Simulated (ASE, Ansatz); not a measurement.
## Generalised stacking fault on (111) (glide set) of a Ge-Si solid solution (72 atoms): from recipe to cell

The cell is an input for a DFT calculation. Recipe: diamond-structure Ge lattice (a = 5.5919 Å, the value set for the mixture), cell with z along [111], 1 x 3 x 2 periods; the third cell vector is tilted by 0.917 of 1/2[11-2] and lengthened by 0.2 Å, so the cell holds one fault (glide set); displaced by a Gaussian of 0.01 Å; 21 of 72 Ge sites given to Si at random (lattice constant by Vegard's rule between Ge and Si).

The cell that is wanted:

The cell holds 72 atoms: 51 Ge and 21 Si. Cell: a = 6.849 Å, b = 11.862 Å, c = 20.553 Å, α = 90.0°, β = 72.2°, γ = 90.0°. It derives from Ge and Si.

```cif
data_structure
_symmetry_space_group_name_H-M 'P 1'
_symmetry_Int_Tables_number 1
_cell_length_a 6.8487
_cell_length_b 11.8622
_cell_length_c 20.5532
_cell_angle_alpha 90.000
_cell_angle_beta 72.215
_cell_angle_gamma 90.000
_cell_volume 1589.94
loop_
_atom_site_label
_atom_site_type_symbol
_atom_site_fract_x
_atom_site_fract_y
_atom_site_fract_z
_atom_site_occupancy
Ge1 Ge 0.47935 0.16762 0.02090 1
Ge2 Ge 0.36536 0.16677 0.14499 1
Ge3 Ge 0.66249 0.16683 0.18546 1
Si4 Si 0.54871 0.16645 0.30862 1
Si5 Si 0.98156 0.00021 0.02095 1
Ge6 Ge 0.86807 0.99899 0.14373 1
Si7 Si 0.16133 0.99990 0.18511 1
Ge8 Ge 0.04640 0.00087 0.31042 1
Ge9 Ge 0.34513 0.00085 0.35052 1
Si10 Si 0.23090 0.00022 0.47445 1
Si11 Si 0.48132 0.50021 0.02067 1
Si12 Si 0.37070 0.49971 0.14401 1
Ge13 Ge 0.66148 0.50021 0.18627 1
Ge14 Ge 0.54915 0.49976 0.30857 1
Si15 Si 0.98122 0.33470 0.02084 1
Ge16 Ge 0.86615 0.33449 0.14516 1
Ge17 Ge 0.16266 0.33224 0.18600 1
Si18 Si 0.04861 0.33256 0.30957 1
Ge19 Ge 0.34553 0.33365 0.35017 1
Si20 Si 0.23074 0.33388 0.47416 1
Ge21 Ge 0.84297 0.16623 0.35066 1
Ge22 Ge 0.72975 0.16713 0.47498 1
Si23 Si 0.02707 0.16740 0.51569 1
Si24 Si 0.91636 0.16727 0.63986 1
Ge25 Ge 0.20959 0.16585 0.68014 1
Si26 Si 0.09651 0.16518 0.80394 1
Ge27 Ge 0.52642 0.00054 0.51573 1
Ge28 Ge 0.41081 0.00060 0.63968 1
Si29 Si 0.70739 0.99973 0.68087 1
Ge30 Ge 0.59694 0.99954 0.80449 1
Ge31 Ge 0.89110 0.00194 0.84568 1
Si32 Si 0.77884 0.99883 0.96892 1
Ge33 Ge 0.48072 0.83278 0.02080 1
Si34 Si 0.36872 0.83254 0.14464 1
Ge35 Ge 0.66230 0.83283 0.18601 1
Ge36 Ge 0.55247 0.83216 0.30854 1
Ge37 Ge 0.98408 0.66635 0.02112 1
Ge38 Ge 0.86829 0.66772 0.14416 1
Ge39 Ge 0.16214 0.66770 0.18586 1
Ge40 Ge 0.05103 0.66774 0.30956 1
Ge41 Ge 0.34503 0.66586 0.35072 1
Ge42 Ge 0.23383 0.66727 0.47475 1
Ge43 Ge 0.84280 0.50185 0.35025 1
Ge44 Ge 0.72882 0.49947 0.47455 1
Ge45 Ge 0.02899 0.50011 0.51615 1
Ge46 Ge 0.91145 0.50034 0.63859 1
Ge47 Ge 0.20950 0.49929 0.68116 1
Ge48 Ge 0.09587 0.50134 0.80385 1
Si49 Si 0.52700 0.33334 0.51632 1
Si50 Si 0.41426 0.33322 0.63928 1
Ge51 Ge 0.71000 0.33457 0.67984 1
Ge52 Ge 0.59326 0.33329 0.80468 1
Ge53 Ge 0.89229 0.33334 0.84557 1
Ge54 Ge 0.77684 0.33340 0.96947 1
Ge55 Ge 0.39085 0.16743 0.84610 1
Ge56 Ge 0.28021 0.16669 0.96899 1
Ge57 Ge 0.84503 0.83276 0.34939 1
Ge58 Ge 0.73015 0.83322 0.47452 1
Ge59 Ge 0.02608 0.83287 0.51494 1
Ge60 Ge 0.91171 0.83405 0.63959 1
Ge61 Ge 0.21117 0.83473 0.68029 1
Ge62 Ge 0.09599 0.83299 0.80497 1
Ge63 Ge 0.52663 0.66637 0.51505 1
Ge64 Ge 0.41343 0.66774 0.63969 1
Ge65 Ge 0.70946 0.66596 0.68025 1
Ge66 Ge 0.59671 0.66689 0.80435 1
Ge67 Ge 0.89142 0.66607 0.84572 1
Si68 Si 0.77908 0.66567 0.96911 1
Si69 Si 0.38931 0.49920 0.84670 1
Si70 Si 0.27970 0.50099 0.96973 1
Ge71 Ge 0.39263 0.83368 0.84522 1
Si72 Si 0.27764 0.83374 0.96900 1
```

Q: Which script makes it?

build.py (ASE 3.29.0):

```python
import numpy as np
from ase.build import bulk, make_supercell

u = bulk('Ge', 'diamond', a=5.5919)
atoms = make_supercell(u, [[-1, -1, 2], [3, -3, 0], [2, 2, 2]])
atoms.set_cell(atoms.cell.cellpar(), scale_atoms=True)  # standard orientation
atoms.positions[:, 2] -= -0.404; atoms.wrap(eps=1e-6)
atoms.cell[2] += np.array([0.91667, 0] + [0]) @ atoms.cell[:] + [0, 0, 0.2]  # one fault a cell: the image above is shifted
rng = np.random.default_rng(70558)
sites = rng.permutation([a.index for a in atoms if a.symbol == 'Ge'])
new = ['Si'] * 21
for k, e in zip(sites, new): atoms[k].symbol = e
atoms.rattle(0.01, seed=70558)
atoms.wrap()
atoms.write('structure.xyz')
print(atoms.get_chemical_formula(), len(atoms), 'atoms; cell', atoms.cell.cellpar().round(3))
```

```console
$ python build.py
Ge51Si21 72 atoms; cell [ 6.849 11.862 20.553 90.    72.215 90.   ]
```

[Logs are printed without paths, hosts, clocks, repeated set-up lines and the standing remarks that a program may print on its own settings, such as how far it seeks lower states.]

[Hosts, paths, dates, database ids (printed as entryN), source tags and the programs' standing remarks are cut or masked in the printed files.]
